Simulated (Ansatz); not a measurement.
# Quasiparticle gap of Te (P3_121)

How far does one-shot GW move the PBE gap of Te (P3_121)?

Program: Ansatz 0.2.0. Level of theory: PBE, then G0W0 on it, plane waves, PAW. Results are calculated unless marked as measured.

Most raw output is cut from this account.

In doubt: masses and optical values from hybrid runs of this build are listed as unsure (in some of the runs), which bears on the screening that GW takes from such a start.

## (1) The starting structure

It takes space group P3_121 (No. 152, trigonal). The conventional cell has a = 4.457 Å, b = 4.457 Å, c = 5.929 Å, α = 90.00°, β = 90.00°, γ = 120.00°. Te has 2 Te at 2.84 Å nearest.

Structure file:

```cif
data_structure
_symmetry_space_group_name_H-M 'P 1'
_symmetry_Int_Tables_number 1
_cell_length_a 4.4572
_cell_length_b 4.4572
_cell_length_c 5.9290
_cell_angle_alpha 90.000
_cell_angle_beta 90.000
_cell_angle_gamma 120.000
_cell_volume 102.01
loop_
_atom_site_label
_atom_site_type_symbol
_atom_site_fract_x
_atom_site_fract_y
_atom_site_fract_z
_atom_site_occupancy
Te1 Te 0.26330 0.00000 0.33333 1
Te2 Te 0.00000 0.26330 0.66667 1
Te3 Te 0.73670 0.73670 0.00000 1
```

The cell and positions come from the Crystallography Open Database and are kept as given unless a step says otherwise. Spin-orbit coupling is left out unless a step names it.

## (2) Bands along the symmetry lines

Levels along a band path and on the mesh show where this functional puts the band edges.

This step: DFT, PBE, plane waves, PAW; PAW set soft_1.

input.yaml

```yaml
crystal:
  lattice:
    - [4.4572, 0.0, 0.0]
    - [-2.2286, 3.8600484297, 0.0]
    - [0.0, 0.0, 5.929]
  atoms:
    - { symbol: Te, position: [0.2633, 0.0, 0.3333333333] }
    - { symbol: Te, position: [0.0, 0.2633, 0.6666666667] }
    - { symbol: Te, position: [0.7367, 0.7367, 0.0] }
kpoints:
  mp_grid: { grid: [6, 6, 4] }
  band_path:
    path:
      - [[0.0, 0.0, 0.0], [0.5, 0.0, 0.0], [0.33333333, 0.33333333, 0.0], [0.0, 0.0, 0.0], [0.0, 0.0, 0.5], [0.5, 0.0, 0.5], [0.33333333, 0.33333333, 0.5], [0.0, 0.0, 0.5]]
      - [[0.5, 0.0, 0.5], [0.5, 0.0, 0.0]]
      - [[0.33333333, 0.33333333, 0.5], [0.33333333, 0.33333333, 0.0]]
    npoints: 10
hamiltonian:
  xc: pbe
  pseudopotentials: { kind: paw, azcp: { folder: soft_1 } }
scf:
  occupations: { method: fermi_dirac, width: 0.02 }
  n_extra_bands: 5
output:
  eigenvalues: true
  forces: true
  stress: true
  write_density: true
  write_potential: true
  elf: true
  volumetric_format: npy
```

Launch:

```
> ansatz run input.yaml --threads 3 --pin off --max-ram 92160MiB --backend cuda --events-out ev --progress --plain --runs-dir out --devices 1 --max-vram 13GiB
```

Wall time 12 s (1 × NVIDIA H100 80GB HBM3 (shared by 6 runs) with 3 threads of AMD EPYC 7R13 (Zen 3), shared host); peak memory 0.92 GiB; 12 s of CPU time.

This step gave:

| Item | Value |
| --- | --- |
| pressure | 2.019 GPa |
| filled bands | 24 |
| gap | 0.1653 eV |
| valence top at | k = (0.333, 0.333, 0.450) |
| conduction bottom at | H |
| least direct gap | 0.1832 eV |

Over mesh and path the gap is 0.165 eV, from k = (0.333, 0.333, 0.450) to k = (0.333, 0.333, 0.500). The least direct gap found is 0.183 eV, at k = (0.333, 0.333, 0.500).

The electronic bands at the labelled points (eV, zero at the top of the highest nominally filled band):

```tsv
point	band 21	band 22	band 23	band 24	band 25	band 26	band 27	band 28
Γ	-2.81	-1.66	-1.66	-0.75	1.03	1.03	1.66	4.97
halfway	-3.37	-1.57	-1.04	-0.82	0.92	1.14	1.98	3.87
M	-3.54	-3.48	-1.12	-0.85	0.93	1.03	3.04	3.76
halfway	-3.39	-3.34	-1.94	-1.86	1.79	2.16	3.56	3.82
K	-3.06	-3.06	-2.89	-2.63	2.88	2.88	3.22	4.86
halfway	-3.03	-1.84	-1.38	-1.37	1.57	1.58	1.96	4.28
Γ	-2.81	-1.66	-1.66	-0.75	1.03	1.03	1.66	4.97
halfway	-2.52	-1.49	-1.48	-0.82	0.73	0.76	1.16	4.43
A	-2.67	-1.34	-1.06	-1.06	0.54	0.60	0.60	4.05
halfway	-3.15	-2.02	-1.87	-1.32	1.29	1.88	2.21	4.51
L	-3.66	-2.40	-2.06	-0.23	0.78	1.94	2.57	4.57
halfway	-4.39	-1.46	-1.31	-0.12	0.74	1.62	2.10	4.92
H	-4.99	-1.05	-0.02	-0.02	0.17	1.44	1.44	5.89
halfway	-3.71	-1.94	-1.65	-0.78	0.84	2.12	2.29	4.64
A	-2.67	-1.34	-1.06	-1.06	0.54	0.60	0.60	4.05
jump to L	-3.66	-2.40	-2.06	-0.23	0.78	1.94	2.57	4.57
halfway	-3.57	-2.09	-1.73	-1.41	1.20	1.95	2.67	3.81
M	-3.54	-3.48	-1.12	-0.85	0.93	1.03	3.04	3.76
jump to H	-4.99	-1.05	-0.02	-0.02	0.17	1.44	1.44	5.89
halfway	-4.15	-2.56	-1.52	-1.07	1.77	2.42	2.50	5.33
K	-3.06	-3.06	-2.89	-2.63	2.88	2.88	3.22	4.86
```

ELF in the ac plane at fractional y = 0.000, with atoms of Te within 0.2 Å of it. It is the smooth field of the valence electrons, not physical close to the nuclei.

Ten even steps from '_' (0.01) to '@' (0.68), each cell a mean:
```
**++--..______::**%%%%##****
##++--..______..==**##%%%%##
##++--..______..::++##%%@@%%
##++--..______..--++##%%%%%%
##++--..______::++##%%######
**++==..______::##@@@@##****
****++----::..::**@@@@%%****
######****++--::==%%@@@@####
%%%%########**==--++%%%%%%##
####++==++**%%##--::--++++**
**++--....--##%%++....::--++
**==..____::**%%**::____::++
**++::____::**%%**..__..--++
##**==----++####==::::--==**
%%%%******####++----**######
%%%%######**++----##@@@@%%##
##**++====--::::++@@@@%%##**
****==::..____::##@@@@##****
```
Columns run along a (4.5 Å), rows up along c (5.9 Å). Atoms in or near the plane, at fractional coordinates: Te at (0.26, 0.33).

Valence density in the ac plane at fractional y = 0.000, with atoms of Te within 0.2 Å of it. It is the smooth field of the valence electrons, not physical close to the nuclei.

Values in e/Å³, 18 rows by 14 columns, each cell a mean:
```
 0  0  0  0  0  0  0  0  0  0  0  0  0  0
 0  0  0  0  0  0  0  0  0  0  0  0  0  0
 0  0  0  0  0  0  0  0  0  0  0  0  0  0
 0  0  0  0  0  0  0  0  0  0  0  0  0  0
 0  0  0  0  0  0  0  0  0  0  0  0  0  0
 0  0  0  0  0  0  0  0  0  0  0  0  1  0
 0  0  0  0  0  0  0  0  0  0  0  0  0  0
 0  0  0  0  0  0  0  0  0  0  0  0  0  0
 0  0  0  0  0  0  0  0  0  0  0  0  0  0
 0  1  1  2  2  1  0  0  0  0  0  0  0  0
 0  1  4  8  8  4  1  0  0  0  0  0  0  0
 0  1  7 16 15  7  1  0  0  0  0  0  0  0
 0  1  5 12 11  5  1  0  0  0  0  0  0  0
 0  1  2  4  4  2  1  0  0  0  0  0  0  0
 0  0  1  1  1  1  0  0  0  0  0  0  0  0
 0  0  0  0  0  0  0  0  0  0  0  0  0  0
 0  0  0  0  0  0  0  0  0  0  0  0  0  0
 0  0  0  0  0  0  0  0  0  0  0  0  0  0
```
Columns run along a (4.5 Å), rows up along c (5.9 Å). Atoms in or near the plane, at fractional coordinates: Te at (0.26, 0.33).

## (3) One-shot GW

G0W0 replaces the xc potential by a self-energy built once from the orbitals of the start. Levels are corrected in the window of bands that the input names, at points of the mesh.

This step: G0W0 on PBE, plane waves, PAW; PAW set soft_1.

input.yaml, the sections that differ from step 2:

```yaml
kpoints:
  mp_grid: { grid: [6, 6, 4] }
scf:
  occupations: { method: fixed }
gw:
  n_empty_bands: 655
  ecut_chi: 200.0
  qp_bands: [v2, c2]
  qp_kpoints: band_edges
  screening: { model: contour_deformation }
# crystal, hamiltonian: as in step 2
# output: removed
```

It took 3.6 min on 1 × NVIDIA H100 80GB HBM3 (shared by 6 runs) with 3 threads; peak memory 3.5 GiB.

This step gave:

```yaml
bands_summed: 679
rpa_eps_infinity_on_this_mesh_eigenvalues: 48.51, 333.7, 333.7
plane_waves_in_the_screening_matrix: 673
q_points_in_the_mesh: 144
g0w0_gap_over_the_corrected_points: 0.5050 eV
k_of_the_valence_top: 0.3333, 0.3333, -0.5
k_of_the_conduction_bottom: 0.3333, 0.3333, -0.5
starting_gap_on_the_mesh: 0.1831 eV
z_at_the_valence_top: 0.7167
z_at_the_conduction_bottom: 0.7222
least_direct_g0w0_gap_over_the_corrected_points: 0.5050 eV
```

Over 12 of 24 irreducible mesh points the G0W0 gap is 0.505 eV, direct, at k = (0.333, 0.333, -0.500). The PBE gap of this run on the mesh is 0.183 eV. The two states that bound the G0W0 gap lie that far apart at the start, so the correction of the gap is 0.505 − 0.183 = +0.322 eV. The start of this run differs from the step before in occupations. The program marks 24 of the 48 corrected levels as in doubt (Σc rises), among them the valence top.

Labels follow the order of the start: v1 is the top filled band, c1 the lowest empty one; levels that stay degenerate share a row, the window can cut a multiplet, doubted levels are not marked in this list, bands outside the window were not corrected, and the list may be a part of the corrected levels. The levels before and after the correction (eV, zero at the valence-band top of each column):

```tsv
	conduction bottom	valence top
Kohn-Sham	0.18	0.00
G0W0	0.50	0.00
```

```tsv
	level	occupation	energy (eV)
Kohn-Sham	(0.333 0.333 -0.5) v2-v1	2	0.000
Kohn-Sham	(0.333 0.333 -0.5) c1	0	0.183
Kohn-Sham	(0.333 0.333 -0.5) c2	0	1.461
G0W0	(0.333 0.333 -0.5) v2-v1	2	0.000
G0W0	(0.333 0.333 -0.5) c1	0	0.505
G0W0	(0.333 0.333 -0.5) c2	0	1.802
```

The parts of the quasiparticle energy for the two states that bound the G0W0 gap, in eV on the run's own scale (QP = start + Σx + Σc − Vxc, with Σc at the quasiparticle energy):

```tsv
edge	k	band	start	Σx	Σc	Vxc	Z	QP
valence top	(0.333, 0.333, -0.500)	23	8.709	−15.321	0.268	−14.540	0.717	8.195
conduction bottom	(0.333, 0.333, -0.500)	25	8.892	−10.943	−3.153	−13.905	0.722	8.700
```

## (4) Spin-orbit coupling in PBE

This run has two-component orbitals with spin-orbit coupling.

This step: DFT, PBE with spin-orbit coupling, plane waves, PAW; PAW set soft_1.

input.yaml

```yaml
crystal:
  lattice:
    - [4.4572, 0.0, 0.0]
    - [-2.2286, 3.8600484297, 0.0]
    - [0.0, 0.0, 5.929]
  atoms:
    - { symbol: Te, position: [0.2633, 0.0, 0.3333333333] }
    - { symbol: Te, position: [0.0, 0.2633, 0.6666666667] }
    - { symbol: Te, position: [0.7367, 0.7367, 0.0] }
kpoints:
  mp_grid: { grid: [6, 6, 4] }
  band_path:
    path:
      - [0.0, 0.0, 0.0]
      - [0.5, 0.0, 0.0]
      - [0.33333333, 0.33333333, 0.0]
      - [0.0, 0.0, 0.5]
      - [0.5, 0.0, 0.5]
      - [0.33333333, 0.33333333, 0.5]
      - [0.33333333, 0.33333333, 0.45]
    npoints: 1
hamiltonian:
  xc: pbe
  pseudopotentials: { kind: paw_fr, azcp: { folder: soft_1 } }
scf:
  occupations: { method: fermi_dirac, width: 0.02 }
  n_extra_bands: 10
magnetization:
  noncollinear: true
  spin_orbit: true
output:
  eigenvalues: true
  forces: true
  stress: true
  write_density: true
  write_potential: true
  elf: true
  volumetric_format: npy
```

Elapsed: 11 s, on 1 × NVIDIA H100 80GB HBM3 (shared by 6 runs) with 3 threads; peak memory 1 GiB.

This step gave:

```
pressure             : 2.306 GPa
gap                  : 0 eV
valence top at       : H
conduction bottom at : H
least direct gap     : 0 eV
```

Over mesh and listed points the bands touch or overlap at this level. With spin-orbit coupling the gap by band count is closed; without it, 0.165 eV.

## (5) Side by side

Each gap is the least one over the points named; times are wall times on shared hosts, not benchmarks. A G0W0 time includes the run's own self-consistent start. Runs with listed points see these and the mesh alone, so an edge that moves elsewhere is missed. Rows marked * are further runs, not shown as steps, whose inputs differ from the G0W0 step on the same start in the columns given; solver thresholds can differ too. Rows marked ? have an edge level that the program doubts. Symmetry makes (0.333, 0.333, 0.500) and (0.333, 0.333, -0.500) one point.

```tsv
level	mesh	files, cutoff	bands summed, screening	points	gap (eV)	valence top	conduction bottom	least direct gap (eV)	time
PBE	6×6×4	soft_1 PAW, 420 eV	-	mesh and path	0.165	(0.333, 0.333, 0.450)	(0.333, 0.333, 0.500)	0.183	12 s
PBE+SOC	6×6×4	soft_1 PAW, 420 eV	-	mesh and listed points	none	-	-	0.000	11 s
G0W0@PBE*	6×6×4	soft_1 PAW, 420 eV	131, 60 eV	12 of 24 irreducible mesh points	0.389	(0.333, 0.333, -0.500)	(0.333, 0.333, -0.500)	0.389	22 s
G0W0@PBE*	6×6×4	soft_1 PAW, 420 eV	328, 120 eV	12 of 24 irreducible mesh points	0.420	(0.333, 0.333, -0.500)	(0.333, 0.333, -0.500)	0.420	33 s
G0W0@PBE?	6×6×4	soft_1 PAW, 420 eV	679, 200 eV	12 of 24 irreducible mesh points	0.505	(0.333, 0.333, -0.500)	(0.333, 0.333, -0.500)	0.505	3.6 min
G0W0@PBE*	6×6×2	soft_1 PAW, 420 eV	328, 120 eV	10 of 14 irreducible mesh points	0.420	(0.333, 0.333, -0.500)	(0.333, 0.333, -0.500)	0.420	26 s
G0W0@PBE*	6×6×4	soft_1 PAW, 420 eV	328, 120 eV, plasmon pole	12 of 24 irreducible mesh points	0.445	(0.333, 0.333, -0.500)	(0.333, 0.333, -0.500)	0.445	53 s
```

## (6) Results

| Item | Value |
| --- | --- |
| PBE gap over mesh and path | 0.165 eV, from k = (0.333, 0.333, 0.450) to k = (0.333, 0.333, 0.500) |
| G0W0@PBE gap over 12 of 24 irreducible mesh points | 0.505 eV, direct, at k = (0.333, 0.333, -0.500) |
| PBE+SOC gap over mesh and listed points | none |
| GW settings | 6×6×4 mesh, 655 empty bands, screening to 200 eV, PAW set soft_1 files |
| known limits | finite bands, screening cutoff and k mesh; no spin-orbit coupling in G0W0; band order with spin-orbit coupling not checked; large ε∞ on the G0W0 mesh |

**Reading.** Over 12 of 24 irreducible mesh points the G0W0 gap is 0.505 eV, direct, at k = (0.333, 0.333, -0.500). The PBE gap of this run on the mesh is 0.183 eV. The two states that bound the G0W0 gap lie that far apart at the start, so the correction of the gap is 0.505 − 0.183 = +0.322 eV. The valence state moves by 8.195 − 8.709 = −0.514 eV and the conduction state by 8.700 − 8.892 = −0.192 eV, on the run's own scale; with 131 bands the edge states move by +0.070 and +0.276 eV, so the split between the edges depends on the bands and cutoff. Over mesh and path, PBE puts the valence top at k = (0.333, 0.333, 0.450), where no G0W0 correction was computed. The G0W0 gap over the whole zone is therefore not known from this run; at its settings it can only be equal to or under the 0.505 eV found, and no correction is carried over from another point. For the start itself the gap is 0.165 eV over mesh and path and 0.183 eV on the mesh of the G0W0 run, in runs that differ in occupations. From 131 bands and 60 eV to 679 bands and 200 eV the gap moves by 0.505 − 0.389 = +0.116 eV (rung by rung 0.389, 0.420, 0.505 eV); bands and screening cutoff rise together, so their parts are not told apart. An edge row is in doubt in the run with 679 bands, so no limit is drawn and it is not known. With the 6×6×2 mesh in place of the 6×6×4 mesh and all else as in the G0W0@PBE row with 328 bands, the gap differs by 0.420 − 0.420 = +0.000 eV, and that of the start by 0.184 − 0.183 = +0.001 eV. With the plasmon pole model in place of the contour deformation model and all else as in the G0W0@PBE row with 328 bands, the gap differs by 0.445 − 0.420 = +0.025 eV. G0W0 on other starts in this series, not shown as steps and not all at these settings: 0.674 eV on HSE06 (6×6×4, soft_1 PAW, 328 bands, 120 eV) and 0.406 eV on PBEsol (6×6×4, soft_1 PAW, 328 bands, 120 eV). With spin-orbit coupling the gap by band count is closed; without it, 0.165 eV. What spin-orbit coupling does to the G0W0 levels was not computed, so no sum with the G0W0 gap is formed. For the G0W0 step: the program marks 24 of the 48 corrected levels as in doubt (Σc rises), among them the valence top. The G0W0 runs are scalar-relativistic. With heavy atoms and a narrow start gap, spin-orbit coupling can change the order of the bands at the edges; the order was not checked, and the scalar-relativistic G0W0 gap may be a model value. The largest eigenvalue of the RPA ε∞ is large: 334 in G0W0@PBE (6×6×4, 679 bands), 334 in G0W0@PBE (6×6×4, 131 bands), 334 in G0W0@PBE (6×6×4, 328 bands), 618 in G0W0@PBE (6×6×2, 328 bands) and 334 in G0W0@PBE (6×6×4, 328 bands). A perturbation-theory run of this series on PBE, not shown as a step (6×6×4 (response on 2048 points) mesh, soft_1 PAW), gives 33.4 and 52.4 (stated error 0.3), so a mesh with so large a value overstates the long-range screening, which bears on the G0W0 gap by an amount not known here. G0W0@PBE runs of this series with other atomic data on the same mesh, not shown as steps, give 0.419 eV (hard PAW, 640 eV, 328 bands, screening to 120 eV; the table's row with the same empty bands and screening cutoff has 0.420 eV); where bands and cutoffs differ too, the part of the files is not isolated. The program doubts an edge level of G0W0@PBE with 328 bands (6×6×4, hard PAW).

[Paths, hosts, dates, memory and timing lines, banners, echoed tables and standing remarks are left out of the program output.]

[Logs are printed without paths, hosts, clocks, repeated set-up lines and the standing remarks that a program may print on its own settings, such as how far it seeks lower states.]

[Runs of the session that timed out or met a known fault of the program may be left out.]

[Cells called generated may have been cut or substituted from an entry of the Crystallography Open Database or the Materials Project.]

[Hosts, paths, dates, database ids (printed as entryN), source tags and the programs' standing remarks are cut or masked in the printed files.]

[Where an RPA ε∞ is given, it is that of the G0W0 mesh and is not shown converged in it. Names of k-points follow the symmetry that the program found, which can be lower than the space group named. Band edges on a path are those of the sampled points; other points can move an edge, and change direct to indirect where valleys lie close.]

[Hybrid gaps are those of their k-mesh and are not shown converged in it.]
